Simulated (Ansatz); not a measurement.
## H6PbCBr3N (Pm): band gap by G0W0 on r2SCAN

Aim: the quasiparticle gap of H6PbCBr3N (Pm), starting from r2SCAN.

Main program and level: Ansatz 0.2.0; r2SCAN, then G0W0 on it, plane waves, PAW.

Report form: the programs' logs are mostly left out.

In doubt: masses and optical values from hybrid runs of this build are listed as unsure (in some of the runs), which bears on the screening that GW takes from such a start.

**1. The starting structure**

Symmetry: Pm, No. 6, monoclinic system. Conventional cell: a = 6.039 Å, b = 6.060 Å, c = 6.128 Å, α = 90.00°, β = 90.07°, γ = 90.00°. H has 1 N at 1.04 Å nearest. Nearest to H lie 1 N at 1.04 Å. Nearest to H lie 1 C at 1.09 Å. Nearest to H lie 1 C at 1.10 Å. Nearest to Pb lie 6 Br at 2.98 to 3.11 Å. C has 3 H at 1.09 to 1.10 Å and 1 N at 1.49 Å nearest. Farther neighbours and most contacts between anions are not listed.

The cell and positions are those that the Materials Project relaxed with its own functionals (PBE, PBE+U or r2SCAN), kept fixed. At the settings of the band run the largest force is still 0.44 eV/Å. Spin-orbit coupling is left out unless a step names it. The default PAW set here is soft_2. Its files were made with PBE.

**2. The r2SCAN band structure**

Levels along a band path and on the mesh show where this functional puts the band edges.

This step: DFT, r2SCAN, plane waves, PAW.

The input, input.yaml:

```yaml
crystal:
  lattice:
    - [6.038531, 0.0, 0.0]
    - [0.0, 6.05968, 0.0]
    - [-0.007679, 0.0, 6.128174]
  atoms:
    - { symbol: H, position: [0.218258, 0.862101, 0.96819] }
    - { symbol: H, position: [0.177786, 0.0, 0.198636] }
    - { symbol: H, position: [0.825095, 0.851944, 0.061619] }
    - { symbol: H, position: [0.869341, 0.0, 0.811715] }
    - { symbol: H, position: [0.825095, 0.148056, 0.061619] }
    - { symbol: H, position: [0.218258, 0.137899, 0.96819] }
    - { symbol: Pb, position: [0.475266, 0.5, 0.477994] }
    - { symbol: C, position: [0.897311, 0.0, 0.98852] }
    - { symbol: Br, position: [0.430028, 0.5, 0.972748] }
    - { symbol: Br, position: [0.434852, 0.0, 0.512708] }
    - { symbol: Br, position: [0.966538, 0.5, 0.440736] }
    - { symbol: "N", position: [0.140606, 0.0, 0.032465] }
kpoints:
  mp_grid: { grid: [4, 4, 4] }
  band_path:
    path:
      - [0.0, 0.0, 0.0]
      - [0.0, 0.5, 0.0]
      - [0.0, 0.5, 0.5]
      - [0.0, 0.0, 0.5]
      - [0.0, 0.0, 0.0]
      - [-0.5, 0.0, 0.5]
      - [-0.5, 0.5, 0.5]
      - [0.0, 0.5, 0.0]
      - [-0.5, 0.5, 0.0]
      - [-0.5, 0.0, 0.0]
      - [0.0, 0.0, 0.0]
    npoints: 10
hamiltonian:
  xc: r2scan
scf:
  occupations: { method: fermi_dirac, width: 0.02 }
  n_extra_bands: 8
output:
  eigenvalues: true
  forces: true
  stress: true
  write_density: true
  write_potential: true
  elf: true
  volumetric_format: npy
```

Command:

```sh
$ ansatz run input.yaml --threads 3 --pin off --max-ram 92160MiB --backend cuda --events-out ev --progress --plain --runs-dir out --devices 1 --max-vram 13GiB  # rebuilt from the run's record
```

Elapsed: 9.7 s, on 1 × NVIDIA H100 80GB HBM3 (shared by 6 runs) with 3 threads of AMD EPYC 7R13 (Zen 3), shared host; peak memory 1.3 GiB; 14 s of CPU time.

This step gave:

| Item | Value |
| --- | --- |
| pressure | -1.237 GPa |
| filled bands | 25 |
| gap | 2.452 eV |
| valence top at | E |
| conduction bottom at | k = (-0.500, 0.450, 0.500) |
| least direct gap | 2.459 eV |

Over mesh and path the gap is 2.452 eV, from k = (-0.500, 0.500, 0.500) to k = (-0.500, 0.450, 0.500). The least direct gap found is 2.459 eV, at k = (-0.500, 0.500, 0.500). On the 4×4×4 mesh alone the same run gives 2.459 eV, so that mesh misses an edge of r2SCAN: 2.459 − 2.452 = +0.007 eV.

The electronic bands at the labelled points (eV, zero at the top of the highest nominally filled band):

```tsv
point	band 22	band 23	band 24	band 25	band 26	band 27	band 28	band 29
Γ	-1.58	-1.48	-1.18	-1.16	4.50	5.63	5.73	6.19
halfway	-1.57	-1.49	-1.21	-1.15	4.52	5.01	5.46	6.15
Z	-1.46	-1.38	-1.19	-1.08	3.27	5.34	5.89	5.91
halfway	-1.57	-1.34	-1.26	-0.92	3.08	4.15	5.71	6.06
D	-1.48	-1.38	-1.32	-0.63	2.85	2.90	5.61	6.13
halfway	-1.53	-1.44	-1.25	-0.94	2.99	4.29	5.72	6.03
B	-1.47	-1.42	-1.19	-1.08	3.19	5.56	5.70	5.89
halfway	-1.62	-1.45	-1.18	-1.17	4.42	4.95	5.63	6.14
Γ	-1.58	-1.48	-1.18	-1.16	4.50	5.63	5.73	6.19
halfway	-1.63	-1.34	-1.26	-1.07	4.07	4.82	5.35	5.45
A	-1.62	-1.35	-0.95	-0.43	2.82	3.01	5.24	5.70
halfway	-1.48	-1.13	-0.95	-0.32	2.62	2.79	4.02	5.95
E	-1.38	-0.95	-0.95	0.00	2.46	2.48	2.69	5.73
halfway	-1.53	-1.15	-1.14	-0.78	2.88	3.78	4.59	6.06
Z	-1.46	-1.38	-1.19	-1.08	3.27	5.34	5.89	5.91
halfway	-1.54	-1.26	-1.13	-0.90	3.07	4.44	5.34	5.98
C2	-1.64	-1.35	-0.95	-0.34	2.86	2.98	5.19	5.85
halfway	-1.58	-1.34	-1.09	-0.67	3.12	4.22	5.20	5.44
Y2	-1.54	-1.32	-1.29	-0.78	3.32	4.74	5.44	5.53
halfway	-1.57	-1.37	-1.25	-1.21	4.55	4.96	5.56	5.57
Γ	-1.58	-1.48	-1.18	-1.16	4.50	5.63	5.73	6.19
```

ELF in the ac plane at fractional y = 0.000, with atoms of H and C and Br and N within 0.2 Å of it. It is the smooth field of the valence electrons, not physical close to the nuclei.

Values in units of 1e-1, 9 rows by 16 columns, each cell a mean:
```
6.1 5.8 5.7 6.5 4.9 1.8 0.3 0.1 0.0 0.0 0.3 1.8 5.0 6.4 5.7 5.7
4.4 0.8 1.1 1.2 0.6 0.7 1.7 2.6 2.4 0.9 0.2 2.4 8.6 9.9 9.9 9.5
2.4 0.1 0.4 2.4 5.0 7.1 8.0 8.2 7.8 6.3 2.8 0.6 3.0 7.4 8.9 7.8
0.1 0.4 3.3 6.9 8.5 8.5 5.7 4.8 7.4 8.6 7.4 3.7 0.6 0.3 0.8 0.4
0.1 0.7 3.9 7.2 8.6 7.5 2.1 1.1 5.2 8.7 8.1 5.8 1.9 0.1 0.0 0.0
0.1 0.3 1.1 3.1 6.1 8.1 8.3 8.2 8.5 8.1 6.5 3.3 0.6 0.1 0.0 0.0
0.8 5.5 7.8 6.7 3.2 2.3 4.3 5.8 5.6 3.8 1.4 0.2 0.3 0.6 0.4 0.2
3.7 7.7 9.3 9.3 6.9 1.7 0.2 0.4 0.4 0.1 0.2 1.3 3.5 4.9 4.3 2.4
8.4 6.5 2.3 5.4 5.7 2.4 0.4 0.0 0.0 0.1 0.5 2.5 5.2 5.6 3.1 4.2
```
Columns run along a (6.0 Å), rows up along c (6.1 Å). Atoms in or near the plane, at fractional coordinates: H at (0.18, 0.20), H at (0.87, 0.81), C at (0.90, 0.99), Br at (0.43, 0.51), N at (0.14, 0.03).

Electrostatic potential energy in the ac plane at fractional y = 0.000, with atoms of H and C and Br and N within 0.2 Å of it. With pseudopotentials it is smooth inside the atoms' cores, unlike the true potential.

Ten even steps from '_' (-68 eV) to '@' (7 eV), each cell a mean:
```
##**==++%%@@@@@@@@@@@@@@@@##--__::
%%%%%%%%@@@@@@@@@@@@@@@@@@%%**++**
@@@@@@@@@@@@@@@@@@@@@@@@@@%%++==%%
@@@@@@@@@@@@@@@@@@@@@@@@@@@@++++%%
@@@@@@@@@@@@@@@@@@@@@@@@@@@@@@@@@@
@@@@@@@@@@@@%%##%%@@@@@@@@@@@@@@@@
@@@@@@@@@@##--..::**@@@@@@@@@@@@@@
@@@@@@@@@@++______--%%@@@@@@@@@@@@
@@@@@@@@@@++______--%%@@@@@@@@@@@@
@@@@@@@@@@##--..::**@@@@@@@@@@@@@@
@@@@@@@@@@@@%%####@@@@@@@@@@@@@@@@
@@@@@@@@@@@@@@@@@@@@@@@@@@@@@@@@@@
@@@@##++%%@@@@@@@@@@@@@@@@@@@@@@@@
@@%%++--##@@@@@@@@@@@@@@@@@@@@@@@@
%%##++++%%@@@@@@@@@@@@@@@@@@@@%%%%
##--..::##@@@@@@@@@@@@@@@@%%**==**
**::__..**@@@@@@@@@@@@@@@@##::__..
```
Columns run along a (6.0 Å; values clipped at the 3rd and 97th percentile), rows up along c (6.1 Å). Atoms in or near the plane, at fractional coordinates: H at (0.18, 0.20), H at (0.87, 0.81), C at (0.90, 0.99), Br at (0.43, 0.51), N at (0.14, 0.03).

**3. The quasiparticle correction**

G0W0 replaces the xc potential by a self-energy built once from the orbitals of the start. Levels are corrected in the window of bands that the input names, at points of the mesh.

This step: G0W0 on r2SCAN, plane waves, PAW.

input.yaml, the sections that differ from step 2:

```yaml
kpoints:
  mp_grid: { grid: [2, 2, 2] }
scf:
  occupations: { method: fixed }
gw:
  n_empty_bands: 935
  ecut_chi: 150.0
  qp_bands: [v4, c4]
  qp_kpoints: band_edges
  screening: { model: contour_deformation }
# crystal, hamiltonian: as in step 2
# output: removed
```

Run time: 32 s. Hardware: 1 × NVIDIA H100 80GB HBM3 (shared by 6 runs) with 3 threads; peak memory 3.1 GiB.

This step gave:

```
bands summed                                    : 960
RPA ε∞ on this mesh (eigenvalues)               : 4.966, 5.257, 5.889
plane waves in the screening matrix             : 933
q-points in the mesh                            : 8
G0W0 gap over the corrected points              : 3.506 eV
k of the valence top                            : -0.5, -0.5, -0.5
k of the conduction bottom                      : -0.5, -0.5, -0.5
starting gap on the mesh                        : 2.420 eV
Z at the valence top                            : 0.7679
Z at the conduction bottom                      : 0.7876
least direct G0W0 gap over the corrected points : 3.506 eV
```

Over all 8 irreducible mesh points the G0W0 gap is 3.506 eV, direct, at k = (-0.500, -0.500, -0.500). The r2SCAN gap of this run on the mesh is 2.420 eV. The two states that bound the G0W0 gap lie that far apart at the start, so the correction of the gap is 3.506 − 2.420 = +1.086 eV. The start of this run differs from the step before in mesh (4×4×4 and 2×2×2).

Labels follow the order of the start: v1 is the top filled band, c1 the lowest empty one; levels that stay degenerate share a row, the window can cut a multiplet, doubted levels are not marked in this list, bands outside the window were not corrected, and the list may be a part of the corrected levels. The levels before and after the correction (eV, zero at the valence-band top of each column):

```tsv
	conduction bottom	valence top
Kohn-Sham	2.42	0.00
G0W0	3.51	0.00
```

```tsv
	level	occupation	energy (eV)
Kohn-Sham	(-0.5 -0.5 -0.5) v4	2	-1.339
Kohn-Sham	(-0.5 -0.5 -0.5) v3	2	-0.901
Kohn-Sham	(-0.5 -0.5 -0.5) v2	2	-0.899
Kohn-Sham	(-0.5 -0.5 -0.5) v1	2	0.000
Kohn-Sham	(-0.5 -0.5 -0.5) c1	0	2.420
Kohn-Sham	(-0.5 -0.5 -0.5) c2	0	2.439
Kohn-Sham	(-0.5 -0.5 -0.5) c3	0	2.657
Kohn-Sham	(-0.5 -0.5 -0.5) c4	0	5.748
G0W0	(-0.5 -0.5 -0.5) v4	2	-1.520
G0W0	(-0.5 -0.5 -0.5) v3	2	-1.078
G0W0	(-0.5 -0.5 -0.5) v2	2	-1.072
G0W0	(-0.5 -0.5 -0.5) v1	2	0.000
G0W0	(-0.5 -0.5 -0.5) c1	0	3.506
G0W0	(-0.5 -0.5 -0.5) c2	0	3.533
G0W0	(-0.5 -0.5 -0.5) c3	0	3.751
G0W0	(-0.5 -0.5 -0.5) c4	0	6.957
```

The parts of the quasiparticle energy for the two states that bound the G0W0 gap, in eV on the run's own scale (QP = start + Σx + Σc − Vxc, with Σc at the quasiparticle energy):

```tsv
edge	k	band	start	Σx	Σc	Vxc	Z	QP
valence top	(-0.500, -0.500, -0.500)	25	1.317	−19.535	1.333	−17.399	0.768	0.514
conduction bottom	(-0.500, -0.500, -0.500)	26	3.737	−7.503	−3.544	−11.330	0.788	4.020
```

**4. Spin-orbit coupling**

This run has two-component orbitals with spin-orbit coupling.

This step: DFT, r2SCAN with spin-orbit coupling, plane waves, PAW.

input.yaml, the sections that differ from step 3:

```yaml
kpoints:
  mp_grid: { grid: [4, 4, 4] }
  band_path:
    path:
      - [0.0, 0.0, 0.0]
      - [0.0, 0.5, 0.0]
      - [0.0, 0.5, 0.5]
      - [0.0, 0.0, 0.5]
      - [-0.5, 0.0, 0.5]
      - [-0.5, 0.5, 0.5]
      - [-0.5, 0.5, 0.0]
      - [-0.5, 0.0, 0.0]
      - [-0.5, 0.45, 0.5]
    npoints: 1
scf:
  occupations: { method: fixed }
  n_extra_bands: 16
magnetization:
  noncollinear: true
  spin_orbit: true
output:
  eigenvalues: true
  forces: true
  stress: true
# crystal, hamiltonian: as in step 3
# gw: removed
```

Wall time 12 s (1 × NVIDIA H100 80GB HBM3 (shared by 6 runs) with 3 threads); peak memory 1.4 GiB; 25 s of CPU time.

Numbers from this step:

```
pressure             : -1.280 GPa
gap                  : 1.237 eV
valence top at       : E
conduction bottom at : k = (-0.500, 0.450, 0.500)
least direct gap     : 1.246 eV
```

Over mesh and listed points the gap is 1.237 eV, from k = (-0.500, 0.500, 0.500) to k = (-0.500, 0.450, 0.500). The least direct gap found is 1.246 eV, at k = (-0.500, 0.450, 0.500). On the 4×4×4 mesh alone the same run gives 1.276 eV, so that mesh misses an edge of r2SCAN+SOC: 1.276 − 1.237 = +0.039 eV. r2SCAN+SOC against r2SCAN: 1.237 − 2.452 = −1.215 eV, with the same mesh, set of files (read in its fully relativistic form for the spin-orbit run) and cutoff, and both edges at the same k points. The spin-orbit run sees mesh and listed points alone, so its gap is an upper bound: the coupling can move an edge off these points, the more so as this crystal has no centre of inversion, and the change over the zone, its sign included where it is small, is not known.

**5. Side by side**

Each gap is the least one over the points named; times are wall times on shared hosts, not benchmarks. A G0W0 time includes the run's own self-consistent start. Runs with listed points see these and the mesh alone, so an edge that moves elsewhere is missed. Rows marked * are further runs, not shown as steps, whose inputs differ from the G0W0 step on the same start in the columns given; solver thresholds can differ too. Symmetry makes (-0.500, 0.500, 0.500) and (-0.500, -0.500, -0.500) one point.

```tsv
level	mesh	files, cutoff	bands summed, screening	points	gap (eV)	valence top	conduction bottom	least direct gap (eV)	time
r2SCAN	4×4×4	soft_2 PAW, 500 eV	-	mesh and path	2.452	(-0.500, 0.500, 0.500)	(-0.500, 0.450, 0.500)	2.459	9.7 s
r2SCAN+SOC	4×4×4	soft_2 PAW, 500 eV	-	mesh and listed points	1.237	(-0.500, 0.500, 0.500)	(-0.500, 0.450, 0.500)	1.246	12 s
G0W0@r2SCAN*	2×2×2	soft_2 PAW, 500 eV	178, 45 eV	all 8 irreducible mesh points	3.222	(-0.500, -0.500, -0.500)	(-0.500, -0.500, -0.500)	3.222	8.2 s
G0W0@r2SCAN*	2×2×2	soft_2 PAW, 500 eV	459, 90 eV	all 8 irreducible mesh points	3.374	(-0.500, -0.500, -0.500)	(-0.500, -0.500, -0.500)	3.374	11 s
G0W0@r2SCAN	2×2×2	soft_2 PAW, 500 eV	960, 150 eV	all 8 irreducible mesh points	3.506	(-0.500, -0.500, -0.500)	(-0.500, -0.500, -0.500)	3.506	32 s
G0W0@r2SCAN*	2×2×2	soft_2 PAW, 500 eV	459, 90 eV, plasmon pole	all 8 irreducible mesh points	3.345	(-0.500, -0.500, -0.500)	(-0.500, -0.500, -0.500)	3.345	17 s
```

**6. Results**

```yaml
r2scan_gap_over_mesh_and_path: 2.452 eV, from k = (-0.500, 0.500, 0.500) to k = (-0.500, 0.450, 0.500)
g0w0_r2scan_gap_over_all_8_irreducible_mesh_points: 3.506 eV, direct, at k = (-0.500, -0.500, -0.500)
r2scan_soc_gap_over_mesh_and_listed_points: 1.237 eV
gw_settings: 2×2×2 mesh, 935 empty bands, screening to 150 eV
known_limits: finite bands, screening cutoff and k mesh; no spin-orbit coupling in G0W0
```

**Reading.** Over all 8 irreducible mesh points the G0W0 gap is 3.506 eV, direct, at k = (-0.500, -0.500, -0.500). The r2SCAN gap of this run on the mesh is 2.420 eV. The two states that bound the G0W0 gap lie that far apart at the start, so the correction of the gap is 3.506 − 2.420 = +1.086 eV. The valence state moves by 0.514 − 1.317 = −0.803 eV and the conduction state by 4.020 − 3.737 = +0.283 eV, on the run's own scale; with 178 bands the edge states move by −0.155 and +0.648 eV, so the split between the edges depends on the bands and cutoff. Over mesh and path, r2SCAN puts the conduction bottom at k = (-0.500, 0.450, 0.500), which is no corrected point. The start's gap on the mesh of the G0W0 run, 2.420 eV, is no wider than the 2.452 eV found there (the runs differ in mesh (4×4×4 and 2×2×2)), so it is not shown that this mesh misses an edge. Levels at other points were not corrected, so a lower G0W0 gap elsewhere in the zone is not ruled out. From 178 bands and 45 eV to 960 bands and 150 eV the gap moves by 3.506 − 3.222 = +0.284 eV (rung by rung 3.222, 3.374, 3.506 eV); bands and screening cutoff rise together, so their parts are not told apart. A line in one over the bands through the two highest rungs gives 3.506 + (3.506 − 3.374) × 459 / (960 − 459) = 3.627 eV, and through the pair below 3.374 + (3.374 − 3.222) × 178 / (459 − 178) = 3.470 eV. The two differ by 0.157 eV, not under the 0.030 eV asked, so the law does not hold well over these rungs and the limit is not known. With the plasmon pole model in place of the contour deformation model and all else as in the G0W0@r2SCAN row with 459 bands, the gap differs by 3.345 − 3.374 = −0.029 eV. G0W0 on other starts in this series, not shown as steps and not all at these settings: 3.564 eV on HSE06 (2×2×2, soft_2 PAW, 459 bands, 90 eV) and 3.821 eV on PBE0 (2×2×2, soft_2 PAW, 459 bands, 90 eV). r2SCAN+SOC against r2SCAN: 1.237 − 2.452 = −1.215 eV, with the same mesh, set of files (read in its fully relativistic form for the spin-orbit run) and cutoff, and both edges at the same k points. The spin-orbit run sees mesh and listed points alone, so its gap is an upper bound: the coupling can move an edge off these points, the more so as this crystal has no centre of inversion, and the change over the zone, its sign included where it is small, is not known. What spin-orbit coupling does to the G0W0 levels was not computed, so no sum with the G0W0 gap is formed. The G0W0 runs are scalar-relativistic. No pair of G0W0 runs that differ in the mesh alone is shown (2×2×2 is a supercell whose nearest images lie 12 Å apart), so the error from the mesh is not known here. G0W0@r2SCAN runs of this series with other atomic data on the same mesh, not shown as steps, give 3.352 eV (hard PAW, 1000 eV, 478 bands, screening to 90 eV; the table's row with the same empty bands and screening cutoff has 3.374 eV); where bands and cutoffs differ too, the part of the files is not isolated.

[Paths, hosts, dates, memory and timing lines, banners, echoed tables and standing remarks are left out of the program output.]

[Logs are printed without paths, hosts, clocks, repeated set-up lines and the standing remarks that a program may print on its own settings, such as how far it seeks lower states.]

[Runs of the session that timed out or met a known fault of the program may be left out.]

[Cells called generated may have been cut or substituted from an entry of the Crystallography Open Database or the Materials Project.]

[Hosts, paths, dates, database ids (printed as entryN), source tags and the programs' standing remarks are cut or masked in the printed files.]

[Where an RPA ε∞ is given, it is that of the G0W0 mesh and is not shown converged in it. Names of k-points follow the symmetry that the program found, which can be lower than the space group named. Band edges on a path are those of the sampled points; other points can move an edge, and change direct to indirect where valleys lie close.]

[Hybrid gaps are those of their k-mesh and are not shown converged in it.]
